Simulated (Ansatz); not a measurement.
**Li2SnP2: relaxing a made-up structure**

This structure for Li2SnP2 is made up. Its elements were placed in a known structure type with a cell scaled to their sizes. What cell does the guess relax to, and how far off was it?

Calculated with Ansatz 0.2.0; DFT, PBEsol, plane-wave PAW, default files, scalar-relativistic, no spin, cell and ions relaxed at zero pressure, in the first sound run; inputs show where later runs differ.

### 1. Starting point

The structure is trigonal, space group P-3m1 (No. 164). The conventional cell has a = 4.099 Å, b = 4.099 Å, c = 6.424 Å, α = 90.00°, β = 90.00°, γ = 120.00°. Nearest to Sn lie 6 P at 2.82 Å. P has 4 Li at 2.49 to 2.53 Å and 3 Sn at 2.82 Å nearest. Li has 4 P at 2.49 to 2.53 Å nearest. Farther neighbours are not listed.

Structure file:

```cif
data_structure
_symmetry_space_group_name_H-M 'P-3m1'
_symmetry_Int_Tables_number 164
_cell_length_a 4.0990
_cell_length_b 4.0990
_cell_length_c 6.4240
_cell_angle_alpha 90.000
_cell_angle_beta 90.000
_cell_angle_gamma 120.000
_cell_volume 93.47
loop_
_atom_site_label
_atom_site_type_symbol
_atom_site_symmetry_multiplicity
_atom_site_Wyckoff_symbol
_atom_site_fract_x
_atom_site_fract_y
_atom_site_fract_z
_atom_site_occupancy
Sn1 Sn 1 a 0.00000 0.00000 0.00000 1
P1 P 2 d 0.33333 0.66667 0.23750 1
Li1 Li 2 d 0.33333 0.66667 0.62460 1
```

### 2. Relaxation of the guess

The guessed cell has no reason to be at equilibrium. It is relaxed with the atoms, within the space group of the guess.

input.yaml

```yaml
crystal:
  lattice:
    - [4.099, 0.0, 0.0]
    - [-2.0495, 3.54983813, 0.0]
    - [0.0, 0.0, 6.424]
  atoms:
    - { symbol: Sn, position: [0.0, 0.0, 0.0] }
    - { symbol: P, position: [0.333333333, 0.666666667, 0.2375] }
    - { symbol: P, position: [0.666666667, 0.333333333, 0.7625] }
    - { symbol: Li, position: [0.333333333, 0.666666667, 0.6246] }
    - { symbol: Li, position: [0.666666667, 0.333333333, 0.3754] }
kpoints:
  mp_grid: { grid: [8, 8, 4] }
scf:
  occupations: { method: fermi_dirac, width: 0.05 }
hamiltonian:
  xc: pbesol
  pseudopotentials: { kind: paw }
relax:
  f_tol: 0.015
  max_steps: 70
  cell: {}
output:
  forces: true
  stress: true
```

The run is started by

```sh
$ ansatz run input.yaml --threads 4 --pin off --max-ram 8192MiB --backend cpu --events-out ev --progress --plain --runs-dir out
```

Numbers of over 12 decimals in the logs are rounded to 6 here.

The program printed:

```text
Engine: ansatz 0.2.0, aarch64-unknown-linux-gnu
Pseudopotentials: kind: paw
Pseudopotential: Sn, paw, valence charge 14, recommended cutoff 420 eV (normal), Sn.paw.azcp
Pseudopotential: P, paw, valence charge 5, recommended cutoff 420 eV (normal), P.paw.azcp
Pseudopotential: Li, paw, valence charge 3, recommended cutoff 420 eV (normal), Li.paw.azcp
Functional definition: PBEsol
  exchange = pbesol_x
  correlation = pbesol_c
Crystal: 5 atoms, lattice volume = 93.474 Å³
Basis set: ecut = 420 eV, 1797 PW (Γ), exchange–correlation on 60×60×90 points (8 copies of the dense FFT grid, shifted against one another)
Bands: 20, of which v1, the nominal top of the filled ones, is band 15 counted from 1 (14 counted from 0)
Symmetry: 12 space group operations
Space group: P-3m1 (ITA 164), of the structure as read, at distance tolerance 4.5e-5 Å
k-points: 35 of 256
Non-local potential: Sn, projectors of the file, l = 0: 2, l = 1: 2, l = 2: 2, l = 3: 2
Non-local potential: P, projectors of the file, l = 0: 2, l = 1: 2, l = 2: 2
Non-local potential: Li, projectors of the file, l = 0: 3, l = 1: 2, l = 2: 1
PAW form: soft (Blöchl's): semilocal exchange-correlation on the pseudo side does not see the compensation charge
PAW frozen core: Sn, regenerated for the run's functional, and the local potential with it (the file was generated under x = pbe(κ = 0.804, μ = 0.219515), c = pbe(β = 0.066725))
PAW frozen core: P, regenerated for the run's functional, and the local potential with it (the file was generated under x = pbe(κ = 0.804, μ = 0.219515), c = pbe(β = 0.066725))
PAW one-centre angular grid: Sn, 590 points (default); XC on 64 Gauss nodes
PAW one-centre angular grid: P, 110 points (default); XC on 64 Gauss nodes
PAW one-centre angular grid: Li, 110 points (default); XC on 64 Gauss nodes
Initial density: superposition of atomic densities (neutral atoms: chi_scale 0, normalization atom), corrected by the library's trained network
Initial wavefunctions: pseudopotential atomic-orbital guess
Functional: x = pbesol(κ = 0.804, μ = 0.123457), c = pbesol(β = 0.046)
SCF iter   1: F=—  HF=-7837.225689 eV  |F-HF|=—  |Δ(HF+E_count)|=         —  Δρ=2.75e-3  dr2=1.65e-2  ethr=1.77e-3  ⟨swp⟩=7.0  Hψ=4063  notcnv=0
preconditioner: auto → Kerker (q_TF=auto, 2.258 Å⁻¹)  [metal: Δε(μ)=0.088 eV  Ē_g=7.759 eV  σ=0.050 eV  W_gap=0.41  n_scr=22 (ndim 8)  ℏωp=15.4 eV  f_vac=0.005  D(μ)=1.15/eV (n_scr^D=2)]
SCF iter   2: F=—  HF=-7837.220310 eV  |F-HF|=—  |Δ(HF+E_count)|=   5.38e-3  Δρ=1.56e-3  dr2=7.10e-3  ethr=5.49e-5  ⟨swp⟩=2.1  Hψ=1212  notcnv=0  defer=1
SCF iter   3: F=—  HF=-7837.218559 eV  |F-HF|=—  |Δ(HF+E_count)|=   1.75e-3  Δρ=4.39e-4  dr2=7.16e-4  ethr=2.37e-5  ⟨swp⟩=2.9  Hψ=1223  notcnv=0  defer=1
SCF iter   4: F=—  HF=-7837.218459 eV  |F-HF|=—  |Δ(HF+E_count)|=   1.00e-4  Δρ=1.97e-4  dr2=7.17e-5  ethr=2.39e-6  ⟨swp⟩=2.8  Hψ=1140  notcnv=0  defer=1
SCF iter   5: F=—  HF=-7837.218447 eV  |F-HF|=—  |Δ(HF+E_count)|=   1.18e-5  Δρ=8.07e-5  dr2=1.01e-5  ethr=2.39e-7  ⟨swp⟩=2.0  Hψ=1170  notcnv=0  defer=1
SCF iter   6: F=—  HF=-7837.218446 eV  |F-HF|=—  |Δ(HF+E_count)|=   1.14e-6  Δρ=2.68e-5  dr2=1.04e-6  ethr=3.38e-8  ⟨swp⟩=2.1  Hψ=1150  notcnv=0  defer=1
SCF iter   7: F=-7837.218447 eV  HF=-7837.218447 eV  |F-HF|=1.47e-8  |Δ(HF+E_count)|=   6.70e-7  Δρ=8.67e-6  dr2=9.24e-8  ethr=3.33e-10  ⟨swp⟩=4.0  Hψ=2772  notcnv=0
SCF 1 converged in 7 iterations: F = -7837.218447 eV  dr2 = 9.24e-8
  greatest PAW one-centre occupation: 1.000 electrons in one spin orbital (limit 2), on the Li atom at site 4 (counted from 0), in its partial waves of l = 0
relax step   1: F+E_penalty+E_count = -7837.21844664 eV  Δ(F+E_penalty+E_count) = +0.000e0 eV  max|allowed force component| = 4.726e-1 eV/Å  Δτ_max = 0.0000 Å  P = -3.871 GPa  Ω = 93.474 Å³  (7 SCF iters, dr2 threshold 1.00e-7 eV, accepted)
Crystal: 5 atoms, lattice volume = 84.591 Å³
Basis set: ecut = 420 eV, 1677 PW (Γ), exchange–correlation on 60×60×90 points (8 copies of the dense FFT grid, shifted against one another)
Initial density: handed on by an earlier stage of this run
Initial wavefunctions: those handed on with the density
iter 1 solved again at ethr=2.79e-4 eV; its pass at ethr=3.10e-3 eV (dr2=8.36e-2 eV) is discarded
SCF iter   1: F=—  HF=-7837.362669 eV  |F-HF|=—  |Δ(HF+E_count)|=         —  Δρ=7.45e-3  dr2=8.44e-2  ethr=2.79e-4  ⟨swp⟩=1.9  Hψ=4739  notcnv=0
preconditioner: auto → Resta (q_TF=auto, 2.295 Å⁻¹)  ε∞=4.7  [insulator: Δε(μ)=0.145 eV  Ē_g=8.352 eV  σ=0.050 eV  W_gap=0.61  n_scr=22 (ndim 8)  ℏωp=16.1 eV  f_vac=0.000  D(μ)=0.44/eV (n_scr^D=0)  ε∞_Penn≈4.7]
SCF iter   2: F=—  HF=-7837.342902 eV  |F-HF|=—  |Δ(HF+E_count)|=   1.98e-2  Δρ=3.63e-3  dr2=1.23e-2  ethr=2.79e-4  ⟨swp⟩=2.7  Hψ=1060  notcnv=0
SCF iter   3: F=—  HF=-7837.340765 eV  |F-HF|=—  |Δ(HF+E_count)|=   2.14e-3  Δρ=8.74e-4  dr2=5.52e-4  ethr=4.10e-5  ⟨swp⟩=2.0  Hψ=921  notcnv=0
SCF iter   4: F=—  HF=-7837.340824 eV  |F-HF|=—  |Δ(HF+E_count)|=   5.86e-5  Δρ=1.93e-4  dr2=4.11e-5  ethr=1.84e-6  ⟨swp⟩=2.5  Hψ=982  notcnv=0
SCF iter   5: F=—  HF=-7837.340851 eV  |F-HF|=—  |Δ(HF+E_count)|=   2.71e-5  Δρ=5.43e-5  dr2=2.79e-6  ethr=1.37e-7  ⟨swp⟩=2.5  Hψ=1150  notcnv=0
SCF iter   6: F=-7837.340852 eV  HF=-7837.340852 eV  |F-HF|=4.77e-8  |Δ(HF+E_count)|=   1.50e-6  Δρ=1.12e-5  dr2=1.45e-7  ethr=1.67e-9  ⟨swp⟩=5.1  Hψ=2384  notcnv=0
SCF 2 converged in 6 iterations: F = -7837.340852 eV  dr2 = 1.45e-7
relax step   2: F+E_penalty+E_count = -7837.34085237 eV  Δ(F+E_penalty+E_count) = -1.224e-1 eV  max|allowed force component| = 6.267e-1 eV/Å  Δτ_max = 0.1077 Å  P = +3.170 GPa  Ω = 84.591 Å³  energy of the carried Pulay correction = +1.513e-3 eV  (6 SCF iters, dr2 threshold 5.00e-7 eV, accepted)
Crystal: 5 atoms, lattice volume = 86.726 Å³
Basis set: ecut = 420 eV, 1691 PW (Γ), exchange–correlation on 60×60×90 points (8 copies of the dense FFT grid, shifted against one another)
iter 1 solved again at ethr=9.20e-5 eV; its pass at ethr=3.10e-3 eV (dr2=2.76e-2 eV) is discarded
SCF iter   1: F=—  HF=-7837.393828 eV  |F-HF|=—  |Δ(HF+E_count)|=         —  Δρ=5.09e-3  dr2=2.79e-2  ethr=9.20e-5  ⟨swp⟩=1.8  Hψ=4875  notcnv=0
preconditioner: auto → Kerker (q_TF=auto, 2.286 Å⁻¹)  [metal: Δε(μ)=0.026 eV  Ē_g=8.094 eV  σ=0.050 eV  W_gap=0.13  n_scr=22 (ndim 8)  ℏωp=15.9 eV  f_vac=0.000  D(μ)=1.29/eV (n_scr^D=2)]
SCF iter   2: F=—  HF=-7837.388968 eV  |F-HF|=—  |Δ(HF+E_count)|=   4.86e-3  Δρ=2.95e-3  dr2=9.59e-3  ethr=9.20e-5  ⟨swp⟩=1.4  Hψ=725  notcnv=0
SCF iter   3: F=—  HF=-7837.387001 eV  |F-HF|=—  |Δ(HF+E_count)|=   1.97e-3  Δρ=5.51e-4  dr2=3.98e-4  ethr=3.20e-5  ⟨swp⟩=2.0  Hψ=976  notcnv=0
SCF iter   4: F=—  HF=-7837.386959 eV  |F-HF|=—  |Δ(HF+E_count)|=   4.18e-5  Δρ=1.94e-4  dr2=5.24e-5  ethr=1.33e-6  ⟨swp⟩=2.3  Hψ=1153  notcnv=0
SCF iter   5: F=—  HF=-7837.386951 eV  |F-HF|=—  |Δ(HF+E_count)|=   8.33e-6  Δρ=5.67e-5  dr2=3.69e-6  ethr=1.75e-7  ⟨swp⟩=2.2  Hψ=1044  notcnv=0
SCF iter   6: F=-7837.386952 eV  HF=-7837.386952 eV  |F-HF|=1.70e-8  |Δ(HF+E_count)|=   6.19e-7  Δρ=1.27e-5  dr2=2.12e-7  ethr=1.67e-9  ⟨swp⟩=5.4  Hψ=2663  notcnv=0
SCF 3 converged in 6 iterations: F = -7837.386952 eV  dr2 = 2.12e-7
relax step   3: F+E_penalty+E_count = -7837.38695167 eV  Δ(F+E_penalty+E_count) = -4.610e-2 eV  max|allowed force component| = 3.516e-1 eV/Å  Δτ_max = 0.0724 Å  P = +0.043 GPa  Ω = 86.726 Å³  energy of the carried Pulay correction = +1.135e-3 eV  (6 SCF iters, dr2 threshold 5.00e-7 eV, accepted)
Crystal: 5 atoms, lattice volume = 87.332 Å³
Basis set: ecut = 420 eV, 1715 PW (Γ), exchange–correlation on 60×60×90 points (8 copies of the dense FFT grid, shifted against one another)
iter 1 solved again at ethr=8.57e-5 eV; its pass at ethr=3.10e-3 eV (dr2=2.57e-2 eV) is discarded
SCF iter   1: F=—  HF=-7837.421290 eV  |F-HF|=—  |Δ(HF+E_count)|=         —  Δρ=3.03e-3  dr2=2.56e-2  ethr=8.57e-5  ⟨swp⟩=1.7  Hψ=4745  notcnv=0
preconditioner: auto → Kerker (q_TF=auto, 2.283 Å⁻¹)  [metal: Δε(μ)=0.106 eV  Ē_g=8.168 eV  σ=0.050 eV  W_gap=0.40  n_scr=22 (ndim 8)  ℏωp=15.9 eV  f_vac=0.000  D(μ)=0.88/eV (n_scr^D=2)]
SCF iter   2: F=—  HF=-7837.418601 eV  |F-HF|=—  |Δ(HF+E_count)|=   2.69e-3  Δρ=1.79e-3  dr2=1.14e-2  ethr=8.55e-5  ⟨swp⟩=1.3  Hψ=722  notcnv=0
SCF iter   3: F=—  HF=-7837.416501 eV  |F-HF|=—  |Δ(HF+E_count)|=   2.10e-3  Δρ=3.43e-4  dr2=2.95e-4  ethr=3.79e-5  ⟨swp⟩=2.0  Hψ=860  notcnv=0
SCF iter   4: F=—  HF=-7837.416471 eV  |F-HF|=—  |Δ(HF+E_count)|=   3.00e-5  Δρ=1.25e-4  dr2=4.76e-5  ethr=9.83e-7  ⟨swp⟩=2.4  Hψ=1023  notcnv=0
SCF iter   5: F=—  HF=-7837.416463 eV  |F-HF|=—  |Δ(HF+E_count)|=   8.09e-6  Δρ=4.79e-5  dr2=3.55e-6  ethr=1.59e-7  ⟨swp⟩=2.6  Hψ=1168  notcnv=0
SCF iter   6: F=-7837.416463 eV  HF=-7837.416463 eV  |F-HF|=8.32e-8  |Δ(HF+E_count)|=   1.60e-7  Δρ=1.46e-5  dr2=3.36e-7  ethr=1.67e-9  ⟨swp⟩=5.3  Hψ=2659  notcnv=0
SCF 4 converged in 6 iterations: F = -7837.416463 eV  dr2 = 3.36e-7
relax step   4: F+E_penalty+E_count = -7837.41646306 eV  Δ(F+E_penalty+E_count) = -2.951e-2 eV  max|allowed force component| = 8.454e-2 eV/Å  Δτ_max = 0.0598 Å  P = +0.285 GPa  Ω = 87.332 Å³  energy of the carried Pulay correction = +1.030e-3 eV  (6 SCF iters, dr2 threshold 5.00e-7 eV, accepted)
Crystal: 5 atoms, lattice volume = 87.482 Å³
iter 1 solved again at ethr=3.07e-6 eV; its pass at ethr=3.10e-3 eV (dr2=9.22e-4 eV) is discarded
SCF iter   1: F=—  HF=-7837.418398 eV  |F-HF|=—  |Δ(HF+E_count)|=         —  Δρ=6.29e-4  dr2=9.51e-4  ethr=3.07e-6  ⟨swp⟩=2.5  Hψ=4174  notcnv=0
preconditioner: auto → Kerker (q_TF=auto, 2.283 Å⁻¹)  [metal: Δε(μ)=0.050 eV  Ē_g=8.125 eV  σ=0.050 eV  W_gap=0.24  n_scr=22 (ndim 8)  ℏωp=15.9 eV  f_vac=0.000  D(μ)=0.84/eV (n_scr^D=2)]
SCF iter   2: F=—  HF=-7837.418293 eV  |F-HF|=—  |Δ(HF+E_count)|=   1.06e-4  Δρ=3.66e-4  dr2=4.11e-4  ethr=3.07e-6  ⟨swp⟩=1.1  Hψ=703  notcnv=0
SCF iter   3: F=—  HF=-7837.418244 eV  |F-HF|=—  |Δ(HF+E_count)|=   4.87e-5  Δρ=6.63e-5  dr2=1.75e-5  ethr=1.37e-6  ⟨swp⟩=2.0  Hψ=862  notcnv=0
SCF iter   4: F=—  HF=-7837.418240 eV  |F-HF|=—  |Δ(HF+E_count)|=   3.84e-6  Δρ=2.99e-5  dr2=2.20e-6  ethr=5.83e-8  ⟨swp⟩=2.7  Hψ=1143  notcnv=0
SCF iter   5: F=-7837.418240 eV  HF=-7837.418240 eV  |F-HF|=2.26e-9  |Δ(HF+E_count)|=   3.75e-7  Δρ=1.12e-5  dr2=1.84e-7  ethr=1.67e-9  ⟨swp⟩=5.1  Hψ=2607  notcnv=0
SCF 5 converged in 5 iterations: F = -7837.418240 eV  dr2 = 1.84e-7
relax step   5: F+E_penalty+E_count = -7837.41823988 eV  Δ(F+E_penalty+E_count) = -1.777e-3 eV  max|allowed force component| = 6.526e-3 eV/Å  Δτ_max = 0.0135 Å  P = +0.012 GPa  Ω = 87.482 Å³  energy of the carried Pulay correction = +1.004e-3 eV  (5 SCF iters, dr2 threshold 5.00e-7 eV, accepted)
Basis set: ecut = 420 eV, 1715 PW (Γ), exchange–correlation on 54×54×90 points (8 copies of the dense FFT grid, shifted against one another)
Initial wavefunctions: pseudopotential atomic-orbital guess (no wavefunctions were taken with the density)
iter 1 solved again at ethr=4.39e-7 eV; its pass at ethr=3.10e-3 eV (dr2=1.32e-4 eV) is discarded
SCF iter   1: F=—  HF=-7837.417525 eV  |F-HF|=—  |Δ(HF+E_count)|=         —  Δρ=8.75e-5  dr2=7.94e-7  ethr=4.39e-7  ⟨swp⟩=3.1  Hψ=5832  notcnv=0
preconditioner: auto → Kerker (q_TF=auto, 2.283 Å⁻¹)  [metal: Δε(μ)=0.049 eV  Ē_g=8.129 eV  σ=0.050 eV  W_gap=0.24  n_scr=22 (ndim 8)  ℏωp=15.9 eV  f_vac=0.000  D(μ)=0.84/eV (n_scr^D=2)]
SCF iter   2: F=—  HF=-7837.417566 eV  |F-HF|=—  |Δ(HF+E_count)|=   4.05e-5  Δρ=4.57e-5  dr2=2.84e-7  ethr=2.65e-9  ⟨swp⟩=2.3  Hψ=1234  notcnv=0
SCF iter   3: F=—  HF=-7837.417568 eV  |F-HF|=—  |Δ(HF+E_count)|=   2.25e-6  Δρ=5.46e-6  dr2=4.51e-8  ethr=9.45e-10  ⟨swp⟩=2.5  Hψ=1198  notcnv=0
SCF iter   4: F=—  HF=-7837.417568 eV  |F-HF|=—  |Δ(HF+E_count)|=   8.56e-9  Δρ=1.89e-6  dr2=1.05e-8  ethr=1.50e-10  ⟨swp⟩=1.8  Hψ=828  notcnv=0
SCF iter   5: F=—  HF=-7837.417568 eV  |F-HF|=—  |Δ(HF+E_count)|=  6.31e-10  Δρ=6.27e-7  dr2=1.16e-9  ethr=3.51e-11  ⟨swp⟩=2.3  Hψ=852  notcnv=0
SCF iter   6: F=-7837.417568 eV  HF=-7837.417568 eV  |F-HF|=1.82e-12  |Δ(HF+E_count)|=  6.00e-11  Δρ=1.46e-7  dr2=1.61e-11  ethr=1.00e-12  ⟨swp⟩=3.9  Hψ=3117  notcnv=0
SCF 6 converged in 6 iterations: F = -7837.417568 eV  dr2 = 1.61e-11
relax step   6: F+E_penalty+E_count = -7837.41756787 eV  Δ(F+E_penalty+E_count) = +6.720e-4 eV  max|allowed force component| = 6.373e-3 eV/Å  Δτ_max = 0.0000 Å  P = +0.015 GPa  Ω = 87.482 Å³  stress off target by 1.73e-2 GPa  SCF on the basis re-selected at this cell (its energy is not comparable with the rows above)  (6 SCF iters)
basis re-selected at this cell: Δ(F+E_penalty+E_count) = +6.720e-4 eV, ΔP = +0.002 GPa vs the last step (what re-selecting the basis moved, of the pressure what is left beyond the Pulay correction that the steps carried, after the strain that the cell walked since its last selection, with what the two solves' SCF thresholds leave and, on support functions, any second-order correction that the steps lacked; it is no measure of the basis error at this ecutwfc). The dense FFT grid was sized anew with the basis: this SCF ran on 27×27×45 points, the steps before it on 30×30×45, so part of this shift can come from that change (see relax.cell in the input reference). [rest of the remark cut]
SCF converged after 6 iterations
Free energy (F): -7837.417568 eV
Harris-Foulkes:  -7837.417568 eV  (|F-HF|=1.82e-12)
Internal energy: -7837.410428 eV  (E = F + TS)
E sigma→0 (E₀):  -7837.413998 eV
Entropy (-TS):   -0.007139 eV (-1.428 meV/atom)
Fermi energy:    6.882664 eV
--- Per-component energies (eV) ---
  E_band       = -262.668672
  E_kinetic    = 372.860662
  E_local      = -1621.313800  (includes V_loc(G=0)·N_el)
  E_nonlocal   = -26.800274
  E_hartree    = 829.212916
  E_xc         = -521.963363
  E_vxc        = -245.605478  (∫ρ·V_xc dr)
  E_paw        = -5217.071269  (= ΣΔE_a)
  E_vpaw       = -400.235625  (= ΣTr[D̂ρ^β])
  E_aug_tail   = 0.000019  (compensation charges beyond the density's cutoff)
  E_ewald      = -1652.712351
  E_core_change = 0.377032  (= ΣΔE_core)
  E_smearing   = -0.007139  (= −TS)
  E_closure    = 0.000000  (closes the sum)
  Σ components = -7837.417568   (vs F -7837.417568, Δ=0.00e0)
--- Forces (eV/Å), atoms counted from 1 ---
  atom   1  Sn    -0.00000000     0.00000000     0.00000000
  atom   2  P      0.00000000     0.00000000    -0.00577225
  atom   3  P     -0.00000000    -0.00000000     0.00577225
  atom   4  Li     0.00000000    -0.00000000    -0.00637288
  atom   5  Li     0.00000000     0.00000000     0.00637288
  max |Σ_I F_I| component: 8.67e-19 eV/Å
--- Stress (GPa, compression-positive) ---
        0.013413      -0.000000       0.000000
       -0.000000       0.013413       0.000000
        0.000000       0.000000       0.017294
  P = ⅓ Tr σ = 0.0147 GPa (0.147 kbar)
--- Relaxed structure (5 steps of the walk, 5 accepted, 1 SCFs on fresh bases) ---
  F+E_penalty+E_count = -7837.41756787 eV   max|allowed force component| = 6.373e-3 eV/Å   (the final SCF, on the basis selected at the relaxed cell)
  cell:  # Å, volume = 87.4816 Å³
    - [3.897176, 0, -4.218174833342578e-18]
    - [-1.948588, 3.375053, 2.109087416671287e-18]
    - [-6.610772171217803e-18, 0, 6.650984]
  atoms:
    - { symbol: Sn, position: [0, 0, -1.7282425663529832e-18] }
    - { symbol: P, position: [0.333333, 0.666667, 0.227308] }
    - { symbol: P, position: [0.666667, 0.333333, 0.772692] }
    - { symbol: Li, position: [0.333333, 0.666667, 0.615209] }
    - { symbol: Li, position: [0.666667, 0.333333, 0.384791] }
```

Run time: 6.9 s. Hardware: 4 threads of Arm Neoverse V1, shared host; peak memory 0.44 GiB.

The steps of the relaxation:

```
step  energy less that of the first step (eV)  largest force component (eV/Å)  pressure (GPa)  volume (Å³)
   1                                   0.0000                          0.4726           -3.87        93.47
   2                                  -0.1224                          0.6267            3.17        84.59
   3                                  -0.1685                          0.3516            0.04        86.73
   4                                  -0.1980                          0.0845            0.28        87.33
   5                                  -0.1998                          0.0065            0.01        87.48
  6*                                  -0.1991                          0.0064            0.01        87.48
```

Relaxation steps marked * repeat the geometry before them on a plane-wave basis chosen anew for their cell, so energy and pressure can jump there.

Forces are held to the 12 operations that the run works with; a distortion that breaks them can't arise in this run.

```
conventional cell, symmetrised  before  after  change
                         a (Å)   4.099  3.897  -4.9 %
                         b (Å)   4.099  3.897  -4.9 %
                         c (Å)   6.424  6.651  +3.5 %
              volume (Å³/atom)   18.69  17.50  -6.4 %
```

The atoms that moved most (Å, as changes of fractional coordinates times the final cell):

```
atom     dx     dy      dz  length
  P2  0.000  0.000  -0.068   0.068
  P3  0.000  0.000   0.068   0.068
 Li4  0.000  0.000  -0.062   0.062
 Li5  0.000  0.000   0.062   0.062
```

Numbers from this step:

```yaml
free_energy: -7837.4176 eV
energy_at_zero_smearing: -7837.4140 eV
smearing_term_ts: 0.007139 eV
fermi_energy: 6.883 eV
electrons: 30
symmetry_operations: 12
pressure: 0.01471 GPa
```

Shortest distances by pair of elements, guess and relaxed (not always the same contact):

```
 pair  guess (Å)  relaxed (Å)
 Li–P      2.487        2.482
 P–Sn      2.816        2.711
Li–Li      2.857        2.722
Li–Sn      3.379        3.408
  P–P      3.862        3.769
```

The relaxation ends with a largest force component of 0.0064 eV/Å and a pressure of 0.01 GPa.

[end of part 1 of 2]

[Logs are printed without paths, hosts, clocks, repeated set-up lines and the standing remarks that a program may print on its own settings, such as how far it seeks lower states.]

[Hosts, paths, dates, database ids (printed as entryN), source tags and the programs' standing remarks are cut or masked in the printed files.]
